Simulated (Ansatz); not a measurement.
## Ca2ScP2: relaxing a made-up structure

This structure for Ca2ScP2 is made up. Its elements were placed in a known structure type with a cell scaled to their sizes. What cell does the guess relax to, and how far off was it?

Method: DFT, PBE, plane-wave PAW, files of the set soft_1, scalar-relativistic, no spin, cell and ions relaxed at zero pressure; PAW set soft_1, in Ansatz 0.2.0.

**1. Set-up**

It takes space group P-3m1 (No. 164, trigonal). Conventional cell: a = 4.560 Å, b = 4.560 Å, c = 7.323 Å, α = 90.00°, β = 90.00°, γ = 120.00°. Nearest to Sc lie 6 P at 3.14 Å. Nearest to Ca lie 4 P at 2.81 to 2.93 Å. Nearest to P lie 4 Ca at 2.81 to 2.93 Å and 3 Sc at 3.14 Å. Farther neighbours are not listed.

**2. Relaxation of the guess**

The guess takes its coordinates from another compound and its volume from a rule, so the cell and any free coordinates are relaxed together.

The input, input.yaml:

```yaml
crystal:
  lattice:
    - [4.56, 0.0, 0.0]
    - [-2.28, 3.949075841, 0.0]
    - [0.0, 0.0, 7.323]
  atoms:
    - { symbol: Sc, position: [0.0, 0.0, 0.0] }
    - { symbol: Ca, position: [0.333333333, 0.666666667, 0.3678] }
    - { symbol: Ca, position: [0.666666667, 0.333333333, 0.6322] }
    - { symbol: P, position: [0.333333333, 0.666666667, 0.7674] }
    - { symbol: P, position: [0.666666667, 0.333333333, 0.2326] }
kpoints:
  mp_grid: { grid: [7, 7, 4] }
scf:
  occupations: { method: fermi_dirac, width: 0.05 }
hamiltonian:
  xc: pbe
  pseudopotentials: { kind: paw, azcp: { folder: soft_1 } }
relax:
  f_tol: 0.015
  max_steps: 70
  cell: {}
output:
  forces: true
  stress: true
```

Run with:

```console
ansatz run input.yaml --threads 4 --pin off --max-ram 8192MiB --backend cpu --events-out ev --progress --plain --runs-dir out
```

Numbers of over 12 decimals in the logs are rounded to 6 here.

Output:

```text
Engine: ansatz 0.2.0, x86_64-unknown-linux-gnu
Pseudopotentials: kind: paw
Pseudopotential: Sc, paw, valence charge 11, recommended cutoff 420 eV (normal), soft_1/Sc.paw.azcp
Pseudopotential: Ca, paw, valence charge 10, recommended cutoff 420 eV (normal), soft_1/Ca.paw.azcp
Pseudopotential: P, paw, valence charge 5, recommended cutoff 420 eV (normal), soft_1/P.paw.azcp
Functional definition: PBE
  parameter kappa = 0.804
  parameter beta = 0.066725
  exchange = pbe_x(kappa = kappa, mu = beta*pi^2/3)
  correlation = pbe_c(beta = beta)
Crystal: 5 atoms, lattice volume = 131.871 Å³
Basis set: ecut = 420 eV, 2587 PW (Γ), exchange–correlation on 64×64×100 points (8 copies of the dense FFT grid, shifted against one another)
Bands: 26, of which v1, the nominal top of the filled ones, is band 21 counted from 1 (20 counted from 0)
Symmetry: 12 space group operations
Space group: P-3m1 (ITA 164), of the structure as read, at distance tolerance 5.1e-5 Å
k-points: 28 of 196
Non-local potential: Sc, projectors of the file, l = 0: 3, l = 1: 2, l = 2: 3, l = 3: 1
Non-local potential: Ca, projectors of the file, l = 0: 3, l = 1: 2, l = 2: 2
Non-local potential: P, projectors of the file, l = 0: 2, l = 1: 2, l = 2: 1
PAW form: soft (Blöchl's): semilocal exchange-correlation on the pseudo side does not see the compensation charge
PAW one-centre angular grid: Sc, 590 points (default); XC on 64 Gauss nodes
PAW one-centre angular grid: Ca, 110 points (default); XC on 64 Gauss nodes
PAW one-centre angular grid: P, 110 points (default); XC on 64 Gauss nodes
Initial density: superposition of atomic densities (chi_scale 0.1, normalization cell, long waves kept (reshape's long-wave potential 0.12 eV rms))
Initial wavefunctions: pseudopotential atomic-orbital guess
Functional: x = pbe(κ = 0.804, μ = 0.219515), c = pbe(β = 0.066725)
SCF iter   1: F=—  HF=-7287.697248 eV  |F-HF|=—  |Δ(HF+E_count)|=         —  Δρ=4.93e-2  dr2=1.61e1  ethr=3.10e-3  ⟨swp⟩=10.6  Hψ=4843  notcnv=0
preconditioner: auto → Kerker (q_TF=auto, 2.246 Å⁻¹)  [metal: Δε(μ)=0.027 eV  Ē_g=5.563 eV  σ=0.050 eV  W_gap=0.13  n_scr=22 (ndim 8)  ℏωp=13.3 eV  f_vac=0.000  D(μ)=2.58/eV (n_scr^D=22)]
SCF iter   2: F=—  HF=-7285.545771 eV  |F-HF|=—  |Δ(HF+E_count)|=    2.15e0  Δρ=2.04e-2  dr2=2.70e0  ethr=3.10e-3  ⟨swp⟩=5.0  Hψ=1953  notcnv=0
SCF iter   3: F=—  HF=-7285.221961 eV  |F-HF|=—  |Δ(HF+E_count)|=   3.24e-1  Δρ=1.10e-2  dr2=2.35e-1  ethr=3.10e-3  ⟨swp⟩=4.2  Hψ=1668  notcnv=0
SCF iter   4: F=—  HF=-7285.205845 eV  |F-HF|=—  |Δ(HF+E_count)|=   1.61e-2  Δρ=7.40e-3  dr2=2.04e-1  ethr=5.72e-4  ⟨swp⟩=5.0  Hψ=1857  notcnv=0  defer=1
SCF iter   5: F=—  HF=-7285.183525 eV  |F-HF|=—  |Δ(HF+E_count)|=   2.23e-2  Δρ=1.36e-3  dr2=5.32e-3  ethr=4.98e-4  ⟨swp⟩=3.9  Hψ=1230  notcnv=0
SCF iter   6: F=—  HF=-7285.184580 eV  |F-HF|=—  |Δ(HF+E_count)|=   1.05e-3  Δρ=1.13e-3  dr2=6.35e-3  ethr=1.30e-5  ⟨swp⟩=2.6  Hψ=1107  notcnv=0
SCF iter   7: F=—  HF=-7285.184140 eV  |F-HF|=—  |Δ(HF+E_count)|=   4.40e-4  Δρ=1.70e-4  dr2=1.42e-4  ethr=1.30e-5  ⟨swp⟩=1.6  Hψ=758  notcnv=0
SCF iter   8: F=—  HF=-7285.184155 eV  |F-HF|=—  |Δ(HF+E_count)|=   1.53e-5  Δρ=7.36e-5  dr2=1.50e-5  ethr=3.46e-7  ⟨swp⟩=2.4  Hψ=947  notcnv=0
SCF iter   9: F=—  HF=-7285.184145 eV  |F-HF|=—  |Δ(HF+E_count)|=   1.08e-5  Δρ=1.55e-5  dr2=1.30e-6  ethr=3.65e-8  ⟨swp⟩=2.2  Hψ=973  notcnv=0
SCF iter  10: F=—  HF=-7285.184145 eV  |F-HF|=—  |Δ(HF+E_count)|=   4.05e-8  Δρ=5.31e-6  dr2=1.50e-7  ethr=3.16e-9  ⟨swp⟩=2.1  Hψ=909  notcnv=0
SCF iter  11: F=-7285.184145 eV  HF=-7285.184145 eV  |F-HF|=2.16e-9  |Δ(HF+E_count)|=   1.19e-8  Δρ=1.85e-6  dr2=5.55e-9  ethr=2.44e-10  ⟨swp⟩=5.0  Hψ=2417  notcnv=0
SCF 1 converged in 11 iterations: F = -7285.184145 eV  dr2 = 5.55e-9
  greatest PAW one-centre occupation: 0.998 electrons in one spin orbital (limit 2), on the Sc atom at site 0 (counted from 0), in its partial waves of l = 0
relax step   1: F+E_penalty+E_count = -7285.18414457 eV  Δ(F+E_penalty+E_count) = +0.000e0 eV  max|allowed force component| = 9.789e-1 eV/Å  Δτ_max = 0.0000 Å  P = -4.298 GPa  Ω = 131.871 Å³  (11 SCF iters, dr2 threshold 1.00e-7 eV, accepted)
Crystal: 5 atoms, lattice volume = 121.462 Å³
Basis set: ecut = 420 eV, 2333 PW (Γ), exchange–correlation on 64×64×100 points (8 copies of the dense FFT grid, shifted against one another)
Initial density: handed on by an earlier stage of this run
Initial wavefunctions: those handed on with the density
iter 1 solved again at ethr=1.49e-3 eV; its pass at ethr=3.10e-3 eV (dr2=6.11e-1 eV) is discarded
SCF iter   1: F=—  HF=-7285.898482 eV  |F-HF|=—  |Δ(HF+E_count)|=         —  Δρ=1.01e-2  dr2=5.90e-1  ethr=1.49e-3  ⟨swp⟩=1.0  Hψ=4649  notcnv=0
preconditioner: auto → Kerker (q_TF=auto, 2.277 Å⁻¹)  [metal: Δε(μ)=0.084 eV  Ē_g=5.518 eV  σ=0.050 eV  W_gap=0.38  n_scr=22 (ndim 8)  ℏωp=13.9 eV  f_vac=0.000  D(μ)=3.87/eV (n_scr^D=22)]
SCF iter   2: F=—  HF=-7285.836971 eV  |F-HF|=—  |Δ(HF+E_count)|=   6.15e-2  Δρ=6.17e-3  dr2=1.89e-1  ethr=1.44e-3  ⟨swp⟩=2.1  Hψ=869  notcnv=0
SCF iter   3: F=—  HF=-7285.805223 eV  |F-HF|=—  |Δ(HF+E_count)|=   3.17e-2  Δρ=3.40e-3  dr2=4.80e-2  ethr=4.62e-4  ⟨swp⟩=2.6  Hψ=1098  notcnv=0
SCF iter   4: F=—  HF=-7285.799323 eV  |F-HF|=—  |Δ(HF+E_count)|=   5.90e-3  Δρ=8.14e-4  dr2=8.01e-4  ethr=1.17e-4  ⟨swp⟩=2.8  Hψ=1006  notcnv=0
SCF iter   5: F=—  HF=-7285.799532 eV  |F-HF|=—  |Δ(HF+E_count)|=   2.09e-4  Δρ=2.71e-4  dr2=2.09e-4  ethr=1.95e-6  ⟨swp⟩=2.4  Hψ=1039  notcnv=0
SCF iter   6: F=—  HF=-7285.799529 eV  |F-HF|=—  |Δ(HF+E_count)|=   2.84e-6  Δρ=6.25e-5  dr2=6.34e-6  ethr=5.10e-7  ⟨swp⟩=2.2  Hψ=887  notcnv=0
SCF iter   7: F=—  HF=-7285.799533 eV  |F-HF|=—  |Δ(HF+E_count)|=   3.20e-6  Δρ=2.17e-5  dr2=9.27e-7  ethr=1.55e-8  ⟨swp⟩=2.1  Hψ=1155  notcnv=0
SCF iter   8: F=-7285.799533 eV  HF=-7285.799533 eV  |F-HF|=7.64e-11  |Δ(HF+E_count)|=   2.24e-7  Δρ=5.22e-6  dr2=5.46e-8  ethr=1.22e-9  ⟨swp⟩=5.0  Hψ=2260  notcnv=0
SCF 2 converged in 8 iterations: F = -7285.799533 eV  dr2 = 5.46e-8
relax step   2: F+E_penalty+E_count = -7285.79953279 eV  Δ(F+E_penalty+E_count) = -6.154e-1 eV  max|allowed force component| = 2.932e-1 eV/Å  Δτ_max = 0.1975 Å  P = -1.696 GPa  Ω = 121.462 Å³  energy of the carried Pulay correction = +1.799e-4 eV  (8 SCF iters, dr2 threshold 5.00e-7 eV, accepted)
Crystal: 5 atoms, lattice volume = 115.102 Å³
Basis set: ecut = 420 eV, 2297 PW (Γ), exchange–correlation on 64×64×100 points (8 copies of the dense FFT grid, shifted against one another)
iter 1 solved again at ethr=2.18e-5 eV; its pass at ethr=3.10e-3 eV (dr2=8.93e-3 eV) is discarded
[...]
relax step  10: F+E_penalty+E_count = -7286.02847617 eV  Δ(F+E_penalty+E_count) = -1.310e-1 eV  max|allowed force component| = 2.160e-1 eV/Å  Δτ_max = 0.1588 Å  P = +1.458 GPa  Ω = 124.860 Å³  energy of the carried Pulay correction = +1.195e-4 eV  (8 SCF iters, dr2 threshold 5.00e-7 eV, accepted)
relax step  11: F+E_penalty+E_count = -7286.16270777 eV  Δ(F+E_penalty+E_count) = -1.342e-1 eV  max|allowed force component| = 1.083e-1 eV/Å  Δτ_max = 0.0454 Å  P = +1.084 GPa  Ω = 126.645 Å³  energy of the carried Pulay correction = +8.848e-5 eV  (7 SCF iters, dr2 threshold 5.00e-7 eV, accepted)
relax step  12: F+E_penalty+E_count = -7286.24763748 eV  Δ(F+E_penalty+E_count) = -8.493e-2 eV  max|allowed force component| = 7.697e-2 eV/Å  Δτ_max = 0.0298 Å  P = -0.114 GPa  Ω = 130.772 Å³  energy of the carried Pulay correction = +1.832e-5 eV  (7 SCF iters, dr2 threshold 5.00e-7 eV, accepted)
relax step  13: F+E_penalty+E_count = -7286.24026060 eV  Δ(F+E_penalty+E_count) = +7.377e-3 eV  max|allowed force component| = 3.550e-1 eV/Å  Δτ_max = 0.1105 Å  P = +1.768 GPa  Ω = 131.366 Å³  energy of the carried Pulay correction = +8.399e-6 eV  (8 SCF iters, dr2 threshold 5.00e-7 eV, rejected (line search))
relax step  14: F+E_penalty+E_count = -7286.27674083 eV  Δ(F+E_penalty+E_count) = -2.910e-2 eV  max|allowed force component| = 8.135e-2 eV/Å  Δτ_max = 0.0203 Å  P = +0.215 GPa  Ω = 130.904 Å³  energy of the carried Pulay correction = +1.611e-5 eV  (12 SCF iters, accepted)
relax step  15: F+E_penalty+E_count = -7286.28939712 eV  Δ(F+E_penalty+E_count) = -1.266e-2 eV  max|allowed force component| = 2.067e-2 eV/Å  Δτ_max = 0.0307 Å  P = -0.047 GPa  Ω = 132.745 Å³  energy of the carried Pulay correction = -1.446e-5 eV  (7 SCF iters, dr2 threshold 5.00e-7 eV, accepted)
relax step  16: F+E_penalty+E_count = -7286.28969332 eV  Δ(F+E_penalty+E_count) = -2.962e-4 eV  max|allowed force component| = 3.382e-3 eV/Å  Δτ_max = 0.0074 Å  P = -0.014 GPa  Ω = 132.969 Å³  energy of the carried Pulay correction = -1.815e-5 eV  (8 SCF iters, dr2 threshold 2.87e-8 eV, accepted)
relax step  17: F+E_penalty+E_count = -7286.33441790 eV  Δ(F+E_penalty+E_count) = -4.472e-2 eV  max|allowed force component| = 2.395e-3 eV/Å  Δτ_max = 0.0000 Å  P = +0.383 GPa  Ω = 132.969 Å³  stress off target by 1.09e0 GPa  SCF on the basis re-selected at this cell (its energy is not comparable with the rows above)  (8 SCF iters)
relax step  18: F+E_penalty+E_count = -7286.34660697 eV  Δ(F+E_penalty+E_count) = -1.219e-2 eV  max|allowed force component| = 4.119e-3 eV/Å  Δτ_max = 0.0340 Å  P = +0.015 GPa  Ω = 135.638 Å³  energy of the carried Pulay correction = -6.330e-5 eV  (7 SCF iters, dr2 threshold 5.00e-7 eV, accepted)
relax step  19: F+E_penalty+E_count = -7286.34683822 eV  Δ(F+E_penalty+E_count) = -2.313e-4 eV  max|allowed force component| = 1.004e-3 eV/Å  Δτ_max = 0.0042 Å  P = -0.005 GPa  Ω = 135.928 Å³  energy of the carried Pulay correction = -7.138e-5 eV  (6 SCF iters, dr2 threshold 5.06e-8 eV, accepted)
Basis set: ecut = 420 eV, 2685 PW (Γ), exchange–correlation on 54×54×144 points (8 copies of the dense FFT grid, shifted against one another)
iter 1 solved again at ethr=1.71e-6 eV; its pass at ethr=3.10e-3 eV (dr2=7.01e-4 eV) is discarded
SCF iter   1: F=—  HF=-7286.346909 eV  |F-HF|=—  |Δ(HF+E_count)|=         —  Δρ=3.48e-5  dr2=1.03e-7  ethr=1.71e-6  ⟨swp⟩=3.5  Hψ=6311  notcnv=0
eigensolver tolerance schedule: the retry pair's looser diagonalisation over-reported the residual by 6827.27 of it (diagonalisation noise at an unbounded share of the residual, at the tolerance the schedule requests for it); recorded, not acted on — ethr = c·dr2/N_el stays at c = 1.0e-1
preconditioner: auto → Kerker (q_TF=auto, 2.234 Å⁻¹)  [metal: Δε(μ)=0.058 eV  Ē_g=5.488 eV  σ=0.050 eV  W_gap=0.27  n_scr=36 (ndim 8)  ℏωp=13.1 eV  f_vac=0.000  D(μ)=2.42/eV (n_scr^D=4)]
SCF iter   2: F=—  HF=-7286.346913 eV  |F-HF|=—  |Δ(HF+E_count)|=   4.31e-6  Δρ=1.77e-5  dr2=3.53e-8  ethr=2.50e-10  ⟨swp⟩=4.3  Hψ=1526  notcnv=0
SCF iter   3: F=—  HF=-7286.346918 eV  |F-HF|=—  |Δ(HF+E_count)|=   4.00e-6  Δρ=2.41e-6  dr2=1.23e-8  ethr=8.61e-11  ⟨swp⟩=2.0  Hψ=1189  notcnv=0
SCF iter   4: F=—  HF=-7286.346918 eV  |F-HF|=—  |Δ(HF+E_count)|=   5.41e-8  Δρ=7.27e-7  dr2=6.16e-9  ethr=3.00e-11  ⟨swp⟩=1.1  Hψ=731  notcnv=0
SCF iter   5: F=—  HF=-7286.346918 eV  |F-HF|=—  |Δ(HF+E_count)|=  5.46e-11  Δρ=4.68e-7  dr2=1.11e-9  ethr=1.50e-11  ⟨swp⟩=2.1  Hψ=857  notcnv=0
SCF iter   6: F=—  HF=-7286.346918 eV  |F-HF|=—  |Δ(HF+E_count)|=  1.82e-11  Δρ=1.80e-7  dr2=5.11e-11  ethr=2.70e-12  ⟨swp⟩=2.1  Hψ=918  notcnv=0
SCF iter   7: F=-7286.346918 eV  HF=-7286.346918 eV  |F-HF|=2.73e-12  |Δ(HF+E_count)|=  3.82e-11  Δρ=5.46e-8  dr2=6.09e-12  ethr=1.00e-12  ⟨swp⟩=4.9  Hψ=2278  notcnv=0
SCF 20 converged in 7 iterations: F = -7286.346918 eV  dr2 = 6.09e-12
relax step  20: F+E_penalty+E_count = -7286.34691756 eV  Δ(F+E_penalty+E_count) = -7.934e-5 eV  max|allowed force component| = 1.099e-3 eV/Å  Δτ_max = 0.0000 Å  P = -0.005 GPa  Ω = 135.928 Å³  stress off target by 6.94e-3 GPa  SCF on the basis re-selected at this cell (its energy is not comparable with the rows above)  (7 SCF iters)
basis re-selected at this cell: Δ(F+E_penalty+E_count) = -7.934e-5 eV, ΔP = -0.000 GPa vs the last step (what re-selecting the basis moved, of the pressure what is left beyond the Pulay correction that the steps carried, after the strain that the cell walked since its last selection, with what the two solves' SCF thresholds leave and, on support functions, any second-order correction that the steps lacked; it is no measure of the basis error at this ecutwfc). The dense FFT grid was sized anew with the basis: this SCF ran on 27×27×72 points, the steps before it on 27×27×64, so part of this shift can come from that change (see relax.cell in the input reference). [rest of the remark cut]
SCF converged after 7 iterations
Free energy (F): -7286.346918 eV
Harris-Foulkes:  -7286.346918 eV  (|F-HF|=2.73e-12)
Internal energy: -7286.327483 eV  (E = F + TS)
E sigma→0 (E₀):  -7286.337200 eV
Entropy (-TS):   -0.019435 eV (-3.887 meV/atom)
Fermi energy:    6.368113 eV
--- Per-component energies (eV) ---
  E_band       = -493.617399
  E_kinetic    = 852.646719
  E_local      = -3241.211165  (includes V_loc(G=0)·N_el)
  E_nonlocal   = 386.846970
  E_hartree    = 1193.076560
  E_xc         = -488.298084
  E_vxc        = -546.219219  (∫ρ·V_xc dr)
  E_paw        = -3837.275439  (= ΣΔE_a)
  E_vpaw       = -331.833846  (= ΣTr[D̂ρ^β])
  E_aug_tail   = 0.000034  (compensation charges beyond the density's cutoff)
  E_ewald      = -2152.113078
  E_smearing   = -0.019435  (= −TS)
  E_closure    = 0.000000  (closes the sum)
  Σ components = -7286.346918   (vs F -7286.346918, Δ=0.00e0)
--- Forces (eV/Å), atoms counted from 1 ---
  atom   1  Sc    -0.00000000    -0.00000000     0.00000000
  atom   2  Ca     0.00000000     0.00000000     0.00109936
  atom   3  Ca     0.00000000    -0.00000000    -0.00109936
  atom   4  P      0.00000000    -0.00000000    -0.00029888
  atom   5  P     -0.00000000     0.00000000     0.00029888
  max |Σ_I F_I| component: 2.71e-19 eV/Å
--- Stress (GPa, compression-positive) ---
       -0.004458       0.000000       0.000000
        0.000000      -0.004458       0.000000
        0.000000       0.000000      -0.006937
  P = ⅓ Tr σ = -0.0053 GPa (-0.053 kbar)
--- Relaxed structure (18 steps of the walk, 17 accepted, 2 SCFs on fresh bases) ---
  F+E_penalty+E_count = -7286.34691756 eV   max|allowed force component| = 1.099e-3 eV/Å   (the final SCF, on the basis selected at the relaxed cell)
  cell:  # Å, volume = 135.9276 Å³
    - [4.001420, 0, 0]
    - [-2.000710, 3.465331, 0]
    - [0, 0, 9.802773]
  atoms:
    - { symbol: Sc, position: [0, 0, -1.7292750750554e-18] }
    - { symbol: Ca, position: [0.333333, 0.666667, 0.304388] }
    - { symbol: Ca, position: [0.666667, 0.333333, 0.695612] }
    - { symbol: P, position: [0.333333, 0.666667, 0.851212] }
    - { symbol: P, position: [0.666667, 0.333333, 0.148788] }
```

Elapsed: 23 s, on 4 threads of Intel Xeon Platinum 8375C at 2.90GHz (Ice Lake), shared host; peak memory 0.53 GiB.

Relaxation path:

```tsv
step	energy less that of the first step (eV)	largest force component (eV/Å)	pressure (GPa)	volume (Å³)
1	0.0000	0.9789	-4.30	131.87
2	-0.6154	0.2932	-1.70	121.46
3	-0.6554	0.0719	1.02	115.10
4	-0.6677	0.0073	-0.01	117.22
5	-0.6730	0.0170	-0.19	117.70
6	-0.6798	0.0355	-0.09	117.84
7	-0.6823	0.0238	0.05	117.92
8	-0.6887	0.0525	0.30	119.13
9	-0.7133	0.2196	0.86	119.55
10	-0.8443	0.2160	1.46	124.86
11	-0.9786	0.1083	1.08	126.65
12	-1.0635	0.0770	-0.11	130.77
13	-1.0561	0.3550	1.77	131.37
14	-1.0926	0.0814	0.22	130.90
15	-1.1053	0.0207	-0.05	132.75
16	-1.1055	0.0034	-0.01	132.97
17*	-1.1503	0.0024	0.38	132.97
18	-1.1625	0.0041	0.01	135.64
19	-1.1627	0.0010	0.00	135.93
20*	-1.1628	0.0011	-0.01	135.93
```

Relaxation steps marked * repeat the geometry before them on a plane-wave basis chosen anew for their cell, so energy and pressure can jump there. Relaxation step 13 was tried and not accepted.

Forces are held to the 12 operations that the run works with; a distortion that breaks them can't arise in this run.

```tsv
cell as run	before	after	change
a (Å)	4.560	4.001	-12.2 %
b (Å)	4.560	4.001	-12.2 %
c (Å)	7.323	9.803	+33.9 %
volume (Å³/atom)	26.37	27.19	+3.1 %
```

The atoms that moved most (Å, as changes of fractional coordinates times the final cell):

```tsv
atom	dx	dy	dz	length
P5	0.000	0.000	-0.822	0.822
P4	0.000	0.000	0.822	0.822
Ca2	0.000	0.000	-0.622	0.622
Ca3	0.000	0.000	0.622	0.622
```

Final coordinates:

```
Sc Ca P
1.0
     4.00142    0.00000    0.00000
    -2.00071    3.46533    0.00000
     0.00000    0.00000    9.80277
Sc Ca P
1 2 2
Direct
  0.00000 0.00000 0.00000
  0.33333 0.66667 0.30439
  0.66667 0.33333 0.69561
  0.33333 0.66667 0.85121
  0.66667 0.33333 0.14879
```

This step gave:

* free energy: -7286.3469 eV
* energy at zero smearing: -7286.3372 eV
* smearing term TS: 0.01943 eV
* Fermi energy: 6.368 eV
* electrons: 41
* symmetry operations: 12
* pressure: -0.005284 GPa

The shortest distance of each pair, which need not be the same contact before and after:

```tsv
pair	guess (Å)	relaxed (Å)
P–Sc	3.136	2.732
Ca–P	2.813	2.768
P–P	4.305	3.721
Ca–Sc	3.766	3.774
Sc–Sc	4.560	4.001
```

The relaxation ends with a largest force component of 0.0011 eV/Å and a pressure of -0.01 GPa.

**3. What came out**

```yaml
space_group_relaxed: P-3m1
conventional_cell: a = 4.001, b = 4.001, c = 9.803 Å; α = 90.0°, β = 90.0°, γ = 120.0°
volume_per_atom: 27.19 Å³ (guess 26.37)
```

What this shows: Ca2ScP2 relaxes to P-3m1 with a = 4.001, b = 4.001 and c = 9.803 Å. The guessed volume was 3 % too small. The space group P-3m1 was held in the relaxation, so the end point is a stationary structure within it and may be a saddle against distortions or other arrangements. Mesh and cutoff weren't tested. A vector of the cell changed its length by 34 %, so the starting arrangement is largely lost and the mesh was laid for another shape. No dispersion term is used, so weakly bound directions may come out too long. Nothing here tests whether the compound is stable against decomposition.

[Logs are printed without paths, hosts, clocks, repeated set-up lines and the standing remarks that a program may print on its own settings, such as how far it seeks lower states.]

[Hosts, paths, dates, database ids (printed as entryN), source tags and the programs' standing remarks are cut or masked in the printed files.]
